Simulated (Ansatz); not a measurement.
# How Al(100) screens a field

Aim: image plane and induced charge of Al(100).

Main program and level: Ansatz 0.2.0; plane-wave DFT, PBE, Ansatz PAW, in the first sound run; inputs show where later runs differ.

### 1. The starting structure

The cell holds 9 atoms: 9 Al. Cell: a = 2.864 Å, b = 2.864 Å, c = 34.200 Å, α = 90.0°, β = 90.0°, γ = 90.0°. Vacuum lies along c.

### 2. Atoms held, field 0

A sawtooth potential applies the field, turning back in the middle of the vacuum. With the dipole correction the typed value is the field outside the slab. The induced dipole is small, so the SCF threshold is tight.

input.yaml reads:

```yaml
crystal:
  lattice:
    - [2.8637824638, 0.0, 0.0]
    - [0.0, 2.8637824638, 0.0]
    - [0.0, 0.0, 34.2]
  atoms:
    - { symbol: Al, position: [0.0, 0.0, 0.2631578947] }
    - { symbol: Al, position: [0.5, 0.5, 0.3223684211] }
    - { symbol: Al, position: [0.0, 0.0, 0.3815789474] }
    - { symbol: Al, position: [0.5, 0.5, 0.4407894737] }
    - { symbol: Al, position: [0.0, 0.0, 0.5] }
    - { symbol: Al, position: [0.5, 0.5, 0.5592105263] }
    - { symbol: Al, position: [0.0, 0.0, 0.6184210526] }
    - { symbol: Al, position: [0.5, 0.5, 0.6776315789] }
    - { symbol: Al, position: [0.0, 0.0, 0.7368421053] }
kpoints:
  mp_grid: { grid: [18, 18, 1] }
hamiltonian:
  xc: pbe
scf:
  occupations: { method: fermi_dirac, width: 0.1 }
  convergence: { dr2_threshold: 1.0e-10 }
efield:
  axis: 3
  dipole_correction: true
  ramp_position: 0.97
  ramp_width: 0.06
  amplitude: 0
output:
  forces: true
  write_potential: true
  write_density: true
  volumetric_format: npy
```

Started as:

```console
> ansatz run input.yaml --threads 2 --pin off --max-ram 3072MiB --backend cpu --events-out ev --progress --plain --runs-dir out
```

Numbers of over 12 decimals in the logs are rounded to 6 here.

What it wrote:

```text
Engine: ansatz 0.2.0, aarch64-unknown-linux-gnu
Pseudopotentials: kind: paw
Pseudopotential: Al, paw, valence charge 3, recommended cutoff 420 eV (normal), Al.paw.azcp
Functional definition: PBE
  parameter kappa = 0.804
  parameter beta = 0.066725
  exchange = pbe_x(kappa = kappa, mu = beta*pi^2/3)
  correlation = pbe_c(beta = beta)
Crystal: 9 atoms, lattice volume = 280.483 Å³
Basis set: ecut = 420 eV, 5487 PW (Γ), exchange–correlation on 40×40×480 points (8 copies of the dense FFT grid, shifted against one another)
Bands: 23, of which v1, the nominal top of the filled ones, is band 14 counted from 1 (13 counted from 0)
Symmetry: 8 space group operations
k-points: 55 of 324
Non-local potential: Al, projectors of the file, l = 0: 2, l = 1: 2, l = 2: 1
PAW form: soft (Blöchl's): semilocal exchange-correlation on the pseudo side does not see the compensation charge
PAW one-centre angular grid: Al, 110 points (default); XC on 64 Gauss nodes
Initial density: superposition of atomic densities (neutral atoms: chi_scale 0, normalization atom), corrected by the library's trained network
Initial wavefunctions: pseudopotential atomic-orbital guess
Functional: x = pbe(κ = 0.804, μ = 0.219515), c = pbe(β = 0.066725)
SCF iter   1: F=—  HF=-4836.620063 eV  |F-HF|=—  |Δ(HF+E_count)|=         —  Δρ=1.70e-3  dr2=4.98e-1  ethr=1.77e-3  p=0.000 e·Å  D=1.57e-15 V/Å  ΔV_dip=-0.00 eV  dr2_dipole=9.55e-7  V_vac-E_F(+/−)=4.05/4.05 eV  ⟨swp⟩=9.8  Hψ=8795  notcnv=0  defer=1
efield: sawtooth ramp at fractional position 0.9700 (set: `efield.ramp_position`, or a place that a band, a saddle search or an elastic batch's reference lends), width 0.0600; the density the first Hamiltonian is built on has a dipole p = 0.000 e·Å; the dipole correction subtracts the counter field D = 1.57e-15 V/Å, which shifts the + side's vacuum level by -0.00 eV against the − side's; the planar-averaged density in the ramp window peaks in size at 1.4e-5 e/Å³
preconditioner: auto → LDOS  [metal: Δε(μ)=0.011 eV  Ē_g=6.741 eV  σ=0.100 eV  W_gap=0.03  n_scr=20 (ndim 8)  ℏωp=11.5 eV  f_vac=0.391  D(μ)=3.63/eV (n_scr^D=16)  β→1.0]
SCF iter   2: F=—  HF=-4836.608423 eV  |F-HF|=—  |Δ(HF+E_count)|=   1.16e-2  Δρ=4.93e-4  dr2=1.45e-2  ethr=1.77e-3  p=-0.000 e·Å  D=-1.83e-5 V/Å  ΔV_dip=0.00 eV  dr2_dipole=1.11e-6  V_vac-E_F(+/−)=4.25/4.24 eV  ⟨swp⟩=1.4  Hψ=1754  notcnv=0  defer=15
SCF iter   3: F=—  HF=-4836.608211 eV  |F-HF|=—  |Δ(HF+E_count)|=   2.12e-4  Δρ=7.08e-5  dr2=1.08e-4  ethr=5.39e-5  p=-0.000 e·Å  D=-4.96e-6 V/Å  ΔV_dip=0.00 eV  dr2_dipole=7.55e-9  V_vac-E_F(+/−)=4.24/4.24 eV  ⟨swp⟩=1.4  Hψ=1325  notcnv=0  defer=21
SCF iter   4: F=—  HF=-4836.608213 eV  |F-HF|=—  |Δ(HF+E_count)|=   1.63e-6  Δρ=2.39e-5  dr2=1.96e-6  ethr=4.00e-7  p=-0.000 e·Å  D=-1.15e-6 V/Å  ΔV_dip=0.00 eV  dr2_dipole=9.02e-11  V_vac-E_F(+/−)=4.24/4.24 eV  ⟨swp⟩=2.5  Hψ=2217  notcnv=0  defer=21
SCF iter   5: F=—  HF=-4836.608683 eV  |F-HF|=—  |Δ(HF+E_count)|=   4.70e-4  Δρ=5.67e-6  dr2=4.94e-7  ethr=7.27e-9  p=-0.000 e·Å  D=-2.75e-7 V/Å  ΔV_dip=0.00 eV  dr2_dipole=7.74e-12  V_vac-E_F(+/−)=4.24/4.24 eV  ⟨swp⟩=2.9  Hψ=2433  notcnv=0  defer=20
SCF iter   6: F=—  HF=-4836.608683 eV  |F-HF|=—  |Δ(HF+E_count)|=   3.67e-8  Δρ=1.66e-6  dr2=4.33e-8  ethr=1.83e-9  p=-0.000 e·Å  D=-1.57e-7 V/Å  ΔV_dip=0.00 eV  dr2_dipole=5.22e-12  V_vac-E_F(+/−)=4.24/4.24 eV  ⟨swp⟩=2.5  Hψ=1922  notcnv=0  defer=20
SCF iter   7: F=—  HF=-4836.608683 eV  |F-HF|=—  |Δ(HF+E_count)|=   4.53e-8  Δρ=5.00e-7  dr2=2.79e-9  ethr=1.60e-10  p=-0.000 e·Å  D=-3.24e-8 V/Å  ΔV_dip=0.00 eV  dr2_dipole=1.29e-12  V_vac-E_F(+/−)=4.24/4.24 eV  ⟨swp⟩=2.1  Hψ=1652  notcnv=0  defer=20
SCF iter   8: F=—  HF=-4836.608683 eV  |F-HF|=—  |Δ(HF+E_count)|=   7.23e-9  Δρ=1.37e-7  dr2=2.33e-10  ethr=1.03e-11  p=-0.000 e·Å  D=-9.20e-9 V/Å  ΔV_dip=0.00 eV  dr2_dipole=5.78e-14  V_vac-E_F(+/−)=4.24/4.24 eV  ⟨swp⟩=2.4  Hψ=1895  notcnv=0  defer=20
SCF iter   9: F=-4836.608683 eV  HF=-4836.608683 eV  |F-HF|=1.82e-12  |Δ(HF+E_count)|=  3.41e-10  Δρ=3.05e-8  dr2=1.04e-11  ethr=1.00e-12  p=-0.000 e·Å  D=-9.67e-10 V/Å  ΔV_dip=0.00 eV  dr2_dipole=3.31e-15  V_vac-E_F(+/−)=4.24/4.24 eV  ⟨swp⟩=13.5  Hψ=8199  notcnv=0
SCF 1 converged in 9 iterations: F = -4836.608683 eV  dr2 = 1.04e-11
  greatest PAW one-centre occupation: 0.478 electrons in one spin orbital (limit 2), on the Al atom at site 8 (counted from 0), in its partial waves of l = 0
WARN: The input density's exchange-correlation potential varies sharply where the density is thin. Do not read a vacuum level from v_tot or v_xc, or from such a field of the output density. On a cell that repeats whose density bears no net charge and no dipole along the vacuum's axis use v_es (v_loc + v_h of the components); under efield.dipole_correction with no amplitude use v_es + v_field, which holds any external [...]
SCF converged after 9 iterations
Free energy (F): -4836.608683 eV
Harris-Foulkes:  -4836.608683 eV  (|F-HF|=1.82e-12)
Internal energy: -4836.487432 eV  (E = F + TS)
E sigma→0 (E₀):  -4836.548057 eV
Entropy (-TS):   -0.121251 eV (-13.472 meV/atom)
Fermi energy:    2.262570 eV
Dipole field:    D = -0.000000 V/Å  (p = -0.000000 e·Å, saw-weighted, corrected)
Work function:   Φ+ = 4.2378 eV   Φ− = 4.2378 eV
Levels:          The Fermi level and band energies are counted from a zero that moves with the ramp; work functions are not
--- Per-component energies (eV) ---
  E_band       = -54.039728
  E_kinetic    = 199.217268
  E_local      = -9906.411063  (includes V_loc(G=0)·N_el)
  E_nonlocal   = 93.480843
  E_hartree    = 4924.359439
  E_xc         = -354.387507
  E_vxc        = -256.296474  (∫ρ·V_xc dr)
  E_paw        = -4205.775348  (= ΣΔE_a)
  E_vpaw       = -32.749295  (= ΣTr[D̂ρ^β])
  E_aug_tail   = -0.000020  (compensation charges beyond the density's cutoff)
  E_efield     = 0.000000  (sawtooth field / dipole correction)
  E_vefield    = 0.000000  (∫n·V_field dr)
  E_ewald      = 4413.028956
  E_smearing   = -0.121251  (= −TS)
  E_closure    = -0.000000  (closes the sum)
  Σ components = -4836.608683   (vs F -4836.608683, Δ=0.00e0)
--- Forces (eV/Å), atoms counted from 1 ---
  atom   1  Al    -0.00000000     0.00000000    -0.03686884
  atom   2  Al     0.00000000     0.00000000     0.05277241
  atom   3  Al     0.00000000     0.00000000     0.04991083
  atom   4  Al     0.00000000     0.00000000     0.02146518
  atom   5  Al    -0.00000000     0.00000000    -0.00000007
  atom   6  Al     0.00000000     0.00000000    -0.02146517
  atom   7  Al    -0.00000000     0.00000000    -0.04991076
  atom   8  Al    -0.00000000     0.00000000    -0.05277238
  atom   9  Al     0.00000000     0.00000000     0.03686881
  max |Σ_I F_I| component: 1.04e-8 eV/Å
--- Band table (eV; the first three rows and the last of 55) ---
  k-point 0: bands = [... 10 lower, 2.1077, 3.7550, 5.1883, 6.1113, 6.4704, 7.3409, 7.4569, 7.5705, ... 5 higher]
  k-point 1: bands = [... 10 lower, 2.1595, 3.8052, 5.2388, 6.1631, 6.3121, 6.5217, 6.5996, 7.0553, ... 5 higher]
  k-point 2: bands = [... 10 lower, 2.3123, 3.9445, 4.7896, 5.0855, 5.3188, 5.6052, 6.1607, 6.3456, ... 5 higher]
  k-point 54: bands = [... 10 lower, 1.0096, 1.0802, 1.4504, 1.6091, 1.6710, 1.6710, 2.0226, 2.4672, ... 5 higher]
```

It took 40 s on 2 threads of Arm Neoverse N1, shared host; peak memory 0.6 GiB; 79 s of CPU time.

The column dr2 measures how far the density is from self-consistency, as an energy; F and HF (Harris–Foulkes) agree once it is small.

Numbers from this step:

```yaml
energy_at_zero_smearing: -4836.5481 eV
work_function_upper_face: 4.238 eV
dipole_along_the_normal: -1.03e-7 e·Å
```

Running mean over 2.025 Å of the planar mean; the ramp of the sawtooth is left out. Electron's electrostatic potential energy less the Fermi level against z:

| z (Å) | electron's electrostatic potential energy less the Fermi level (eV) |
| --- | --- |
| 4 | 4.24 |
| 5 | 4.23 |
| 6 | 4.17 |
| 7 | 3.46 |
| 8 | -0.532 |
| 9 | -4.18 |
| 10 | -4.58 |
| 11 | -4.62 |
| 12 | -4.62 |
| 13 | -4.60 |
| 14 | -4.60 |
| 15 | -4.61 |
| 16 | -4.62 |
| 17 | -4.62 |
| 18 | -4.62 |
| 19 | -4.62 |
| 20 | -4.61 |
| 21 | -4.60 |
| 22 | -4.62 |
| 23 | -4.62 |
| 24 | -4.60 |
| 25 | -4.38 |
| 26 | -1.49 |
| 27 | 2.97 |
| 28 | 4.13 |
| 29 | 4.23 |
| 30 | 4.24 |

Force by atom:

| atom | x (eV/Å) | y (eV/Å) | z (eV/Å) | size |
| --- | --- | --- | --- | --- |
| Al1 | 0.0000 | 0.0000 | -0.0369 | 0.0369 |
| Al2 | 0.0000 | 0.0000 | 0.0528 | 0.0528 |
| Al3 | 0.0000 | 0.0000 | 0.0499 | 0.0499 |
| Al4 | 0.0000 | 0.0000 | 0.0215 | 0.0215 |
| Al5 | 0.0000 | 0.0000 | 0.0000 | 0.0000 |
| Al6 | 0.0000 | 0.0000 | -0.0215 | 0.0215 |
| Al7 | 0.0000 | 0.0000 | -0.0499 | 0.0499 |
| Al8 | 0.0000 | 0.0000 | -0.0528 | 0.0528 |
| Al9 | 0.0000 | 0.0000 | 0.0369 | 0.0369 |

The work function of the upper face is 4.24 eV.

### 3. Atoms held, field 0.05 V/Å

Edit input.yaml of step 2 so:

```diff
@@ -27,3 +27,3 @@
   ramp_width: 0.06
-  amplitude: 0
+  amplitude: 0.05
 output:
```

What it wrote:

```text
[...]
Crystal: 9 atoms, lattice volume = 280.483 Å³
Basis set: ecut = 420 eV, 5487 PW (Γ), exchange–correlation on 40×40×480 points (8 copies of the dense FFT grid, shifted against one another)
Bands: 23, of which v1, the nominal top of the filled ones, is band 14 counted from 1 (13 counted from 0)
Symmetry: 8 space group operations
k-points: 55 of 324
[...]
k-point 0: bands = [... 10 lower, 2.1076, 3.7546, 5.1851, 6.0893, 6.4707, 7.3180, 7.4878, 7.5704, ... 5 higher]
  k-point 1: bands = [... 10 lower, 2.1593, 3.8048, 5.2357, 6.1412, 6.3119, 6.5212, 6.6004, 7.0540, ... 5 higher]
  k-point 2: bands = [... 10 lower, 2.3121, 3.9441, 4.7895, 5.0852, 5.3172, 5.6033, 6.1601, 6.3243, ... 5 higher]
  k-point 54: bands = [... 10 lower, 1.0095, 1.0800, 1.4503, 1.6090, 1.6709, 1.6709, 2.0225, 2.4671, ... 5 higher]
[key lines of the parts left out:]
SCF converged after 10 iterations
Free energy (F): -4836.609788 eV
Fermi energy:    2.262451 eV
Dipole field:    D = 0.028526 V/Å  (p = 0.044217 e·Å, saw-weighted, corrected)
```

The job ended after 45 s (2 threads; peak memory 0.58 GiB).

The dipole is 0.0442 e·Å.

### 4. Single point, field -0.05 V/Å

Edit input.yaml of step 3 so:

```diff
@@ -27,3 +27,3 @@
   ramp_width: 0.06
-  amplitude: 0.05
+  amplitude: -0.05
 output:
```

What it wrote:

```text
[...]
Crystal: 9 atoms, lattice volume = 280.483 Å³
Basis set: ecut = 420 eV, 5487 PW (Γ), exchange–correlation on 40×40×480 points (8 copies of the dense FFT grid, shifted against one another)
Bands: 23, of which v1, the nominal top of the filled ones, is band 14 counted from 1 (13 counted from 0)
Symmetry: 8 space group operations
k-points: 55 of 324
[...]
k-point 0: bands = [... 10 lower, 2.1076, 3.7546, 5.1851, 6.0893, 6.4707, 7.3180, 7.4878, 7.5704, ... 5 higher]
  k-point 1: bands = [... 10 lower, 2.1593, 3.8048, 5.2357, 6.1412, 6.3119, 6.5212, 6.6004, 7.0540, ... 5 higher]
  k-point 2: bands = [... 10 lower, 2.3121, 3.9441, 4.7895, 5.0852, 5.3172, 5.6033, 6.1601, 6.3243, ... 5 higher]
  k-point 54: bands = [... 10 lower, 1.0095, 1.0800, 1.4503, 1.6090, 1.6709, 1.6709, 2.0225, 2.4671, ... 5 higher]
[key lines of the parts left out:]
SCF converged after 10 iterations
Free energy (F): -4836.609788 eV
Fermi energy:    2.262451 eV
Dipole field:    D = -0.028526 V/Å  (p = -0.044217 e·Å, saw-weighted, corrected)
```

Elapsed: 46 s, on 2 threads; peak memory 0.58 GiB.

The dipole is -0.0442 e·Å.

### 5. Single point, field 0.1 V/Å

Edit input.yaml of step 4 so:

```diff
@@ -27,3 +27,3 @@
   ramp_width: 0.06
-  amplitude: -0.05
+  amplitude: 0.1
 output:
```

What it wrote:

```text
[...]
Crystal: 9 atoms, lattice volume = 280.483 Å³
Basis set: ecut = 420 eV, 5487 PW (Γ), exchange–correlation on 40×40×480 points (8 copies of the dense FFT grid, shifted against one another)
Bands: 23, of which v1, the nominal top of the filled ones, is band 14 counted from 1 (13 counted from 0)
Symmetry: 8 space group operations
k-points: 55 of 324
[...]
k-point 0: bands = [... 10 lower, 2.1071, 3.7534, 5.1752, 6.0281, 6.4685, 7.2799, 7.5489, 7.5700, ... 5 higher]
  k-point 1: bands = [... 10 lower, 2.1588, 3.8036, 5.2260, 6.0803, 6.3116, 6.5175, 6.6019, 7.0506, ... 5 higher]
  k-point 2: bands = [... 10 lower, 2.3117, 3.9430, 4.7892, 5.0846, 5.3120, 5.5976, 6.1575, 6.2661, ... 5 higher]
  k-point 54: bands = [... 10 lower, 1.0091, 1.0797, 1.4499, 1.6086, 1.6705, 1.6705, 2.0221, 2.4668, ... 5 higher]
[key lines of the parts left out:]
SCF converged after 10 iterations
Free energy (F): -4836.613104 eV
Fermi energy:    2.262092 eV
Dipole field:    D = 0.057054 V/Å  (p = 0.088437 e·Å, saw-weighted, corrected)
```

The job ended after 48 s (2 threads; peak memory 0.58 GiB).

The dipole is 0.0884 e·Å.

### 6. Atoms held, field -0.1 V/Å

Edit input.yaml of step 5 so:

```diff
@@ -27,3 +27,3 @@
   ramp_width: 0.06
-  amplitude: 0.1
+  amplitude: -0.1
 output:
```

What it wrote:

```text
[...]
Crystal: 9 atoms, lattice volume = 280.483 Å³
Basis set: ecut = 420 eV, 5487 PW (Γ), exchange–correlation on 40×40×480 points (8 copies of the dense FFT grid, shifted against one another)
Bands: 23, of which v1, the nominal top of the filled ones, is band 14 counted from 1 (13 counted from 0)
Symmetry: 8 space group operations
k-points: 55 of 324
[...]
k-point 0: bands = [... 10 lower, 2.1071, 3.7534, 5.1752, 6.0281, 6.4685, 7.2799, 7.5489, 7.5700, ... 5 higher]
  k-point 1: bands = [... 10 lower, 2.1588, 3.8036, 5.2260, 6.0803, 6.3116, 6.5175, 6.6019, 7.0506, ... 5 higher]
  k-point 2: bands = [... 10 lower, 2.3117, 3.9430, 4.7892, 5.0846, 5.3120, 5.5976, 6.1575, 6.2661, ... 5 higher]
  k-point 54: bands = [... 10 lower, 1.0091, 1.0797, 1.4499, 1.6086, 1.6705, 1.6705, 2.0221, 2.4668, ... 5 higher]
[key lines of the parts left out:]
SCF converged after 10 iterations
Free energy (F): -4836.613104 eV
Fermi energy:    2.262092 eV
Dipole field:    D = -0.057054 V/Å  (p = -0.088437 e·Å, saw-weighted, corrected)
```

Wall time 47 s (2 threads); peak memory 0.58 GiB.

The dipole is -0.0884 e·Å.

### 7. Single point, field 0.2 V/Å

Edit input.yaml of step 6 so:

```diff
@@ -27,3 +27,3 @@
   ramp_width: 0.06
-  amplitude: -0.1
+  amplitude: 0.2
 output:
```

What it wrote:

```text
[...]
Crystal: 9 atoms, lattice volume = 280.483 Å³
Basis set: ecut = 420 eV, 5487 PW (Γ), exchange–correlation on 40×40×480 points (8 copies of the dense FFT grid, shifted against one another)
Bands: 23, of which v1, the nominal top of the filled ones, is band 14 counted from 1 (13 counted from 0)
Symmetry: 8 space group operations
k-points: 55 of 324
[...]
k-point 0: bands = [... 10 lower, 2.1052, 3.7485, 5.1299, 5.8286, 6.4382, 7.2190, 7.5686, 7.6837, ... 5 higher]
  k-point 1: bands = [... 10 lower, 2.1570, 3.7987, 5.1814, 5.8810, 6.3102, 6.4861, 6.6019, 7.0427, ... 5 higher]
  k-point 2: bands = [... 10 lower, 2.3098, 3.9383, 4.7877, 5.0816, 5.2866, 5.5719, 6.0592, 6.1685, ... 5 higher]
  k-point 54: bands = [... 10 lower, 1.0077, 1.0783, 1.4485, 1.6072, 1.6691, 1.6691, 2.0207, 2.4654, ... 5 higher]
[key lines of the parts left out:]
SCF converged after 10 iterations
Free energy (F): -4836.626371 eV
Fermi energy:    2.260646 eV
Dipole field:    D = 0.114120 V/Å  (p = 0.176891 e·Å, saw-weighted, corrected)
```

The job ended after 47 s (2 threads; peak memory 0.58 GiB).

The dipole is 0.177 e·Å.

### 8. Single point, field -0.2 V/Å

Edit input.yaml of step 7 so:

```diff
@@ -27,3 +27,3 @@
   ramp_width: 0.06
-  amplitude: 0.2
+  amplitude: -0.2
 output:
```

What it wrote:

```text
[...]
Crystal: 9 atoms, lattice volume = 280.483 Å³
Basis set: ecut = 420 eV, 5487 PW (Γ), exchange–correlation on 40×40×480 points (8 copies of the dense FFT grid, shifted against one another)
Bands: 23, of which v1, the nominal top of the filled ones, is band 14 counted from 1 (13 counted from 0)
Symmetry: 8 space group operations
k-points: 55 of 324
[...]
k-point 0: bands = [... 10 lower, 2.1052, 3.7485, 5.1299, 5.8286, 6.4382, 7.2191, 7.5686, 7.6837, ... 5 higher]
  k-point 1: bands = [... 10 lower, 2.1570, 3.7987, 5.1814, 5.8810, 6.3102, 6.4861, 6.6019, 7.0427, ... 5 higher]
  k-point 2: bands = [... 10 lower, 2.3098, 3.9383, 4.7877, 5.0816, 5.2866, 5.5719, 6.0592, 6.1685, ... 5 higher]
  k-point 54: bands = [... 10 lower, 1.0077, 1.0783, 1.4485, 1.6072, 1.6691, 1.6691, 2.0207, 2.4654, ... 5 higher]
[key lines of the parts left out:]
SCF converged after 10 iterations
Free energy (F): -4836.626371 eV
Fermi energy:    2.260646 eV
Dipole field:    D = -0.114120 V/Å  (p = -0.176891 e·Å, saw-weighted, corrected)
```

Run time: 47 s. Hardware: 2 threads; peak memory 0.58 GiB; 92 s of CPU time.

The dipole is -0.177 e·Å.

### 9. Single point, field 0.4 V/Å

Edit input.yaml of step 8 so:

```diff
@@ -27,3 +27,3 @@
   ramp_width: 0.06
-  amplitude: -0.2
+  amplitude: 0.4
 output:
@@ -33 +33,2 @@
   volumetric_format: npy
+  elf: true
```

What it wrote:

```text
[...]
Crystal: 9 atoms, lattice volume = 280.483 Å³
Basis set: ecut = 420 eV, 5487 PW (Γ), exchange–correlation on 40×40×480 points (8 copies of the dense FFT grid, shifted against one another)
Bands: 23, of which v1, the nominal top of the filled ones, is band 14 counted from 1 (13 counted from 0)
Symmetry: 8 space group operations
k-points: 55 of 324
[...]
k-point 0: bands = [... 10 lower, 2.0976, 3.7263, 4.8533, 5.4442, 6.3239, 7.1942, 7.5628, 7.8611, ... 5 higher]
  k-point 1: bands = [... 10 lower, 2.1494, 3.7767, 4.9076, 5.4950, 6.3044, 6.3727, 6.5932, 7.0400, ... 5 higher]
  k-point 2: bands = [... 10 lower, 2.3022, 3.9175, 4.7816, 5.0287, 5.1138, 5.4545, 5.7317, 6.1580, ... 5 higher]
  k-point 54: bands = [... 10 lower, 1.0019, 1.0725, 1.4427, 1.6014, 1.6633, 1.6633, 2.0149, 2.4596, ... 5 higher]
[key lines of the parts left out:]
SCF converged after 10 iterations
Free energy (F): -4836.679448 eV
Fermi energy:    2.254745 eV
Dipole field:    D = 0.228333 V/Å  (p = 0.353926 e·Å, saw-weighted, corrected)
```

Wall time 49 s (2 threads); peak memory 0.58 GiB; 97 s of CPU time.

Running mean over 2.025 Å of the planar mean, with the applied field; the ramp of the sawtooth is left out. Table of electron's electrostatic potential energy less the Fermi level by z:

| z (Å) | electron's electrostatic potential energy less the Fermi level (eV) |
| --- | --- |
| 4 | 2.92 |
| 5 | 3.31 |
| 6 | 3.64 |
| 7 | 3.24 |
| 8 | -0.569 |
| 9 | -4.18 |
| 10 | -4.58 |
| 11 | -4.63 |
| 12 | -4.62 |
| 13 | -4.60 |
| 14 | -4.60 |
| 15 | -4.61 |
| 16 | -4.62 |
| 17 | -4.62 |
| 18 | -4.62 |
| 19 | -4.61 |
| 20 | -4.61 |
| 21 | -4.60 |
| 22 | -4.61 |
| 23 | -4.62 |
| 24 | -4.60 |
| 25 | -4.38 |
| 26 | -1.46 |
| 27 | 3.15 |
| 28 | 4.62 |
| 29 | 5.11 |
| 30 | 5.51 |

The dipole is 0.354 e·Å.

(Part 1 of 2 ends here.)

[Logs are printed without paths, hosts, clocks, repeated set-up lines and the standing remarks that a program may print on its own settings, such as how far it seeks lower states.]

[Hosts, paths, dates, database ids (printed as entryN), source tags and the programs' standing remarks are cut or masked in the printed files.]

[Maps of the electrostatic potential energy from Ansatz leave out the sawtooth potential of an applied field or a dipole correction, so their vacuum need not be flat; planar profiles and work functions include it.]
